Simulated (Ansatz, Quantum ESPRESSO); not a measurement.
# GaN, zinc blende or diamond type, strained in the (001) plane: the gap on the mesh at a withheld member of a series

How the rows were computed: Quantum ESPRESSO 7.5, PBE, GBRV ultrasoft. The cubic cell is relaxed first; each member is held at its strain in the plane while the axis along [001] relaxes. pwcond (ikind = 0) gives the complex bands along [001] at three points across. Fixed occupations. The series steps biaxial strain in the plane.

| biaxial strain in the plane | gap on the mesh (eV) |
| --- | --- |
| -4 % | 1.675 |
| -3 % | 1.651 |
| -2 % | 1.624 |
| -1 % | 1.595 |
| 0 % | 1.563 |
| 1 % | 1.442 |
| 2 % | 1.326 |
| 3 % | 1.215 |

One more run was made and is withheld. What is the gap on the mesh at 4 %?

By hand: The rows at 2 % and 3 % give a slope of (1.215 − (1.326))/(3 − (2)) = −0.111, so a straight line gives 1.104 eV. A parabola through these and the row at 1 % gives 1.109 eV.

**Check.** 1.109 eV. The line misses by −0.005 and the parabola by 0.000 eV. Both misses are under 5 % of the step from the nearer row.

**Limits.** Atoms keep their symmetric sites, so polar or tilted distortions are left out; semilocal gaps and decay constants are too small; no spin-orbit coupling; three points across.
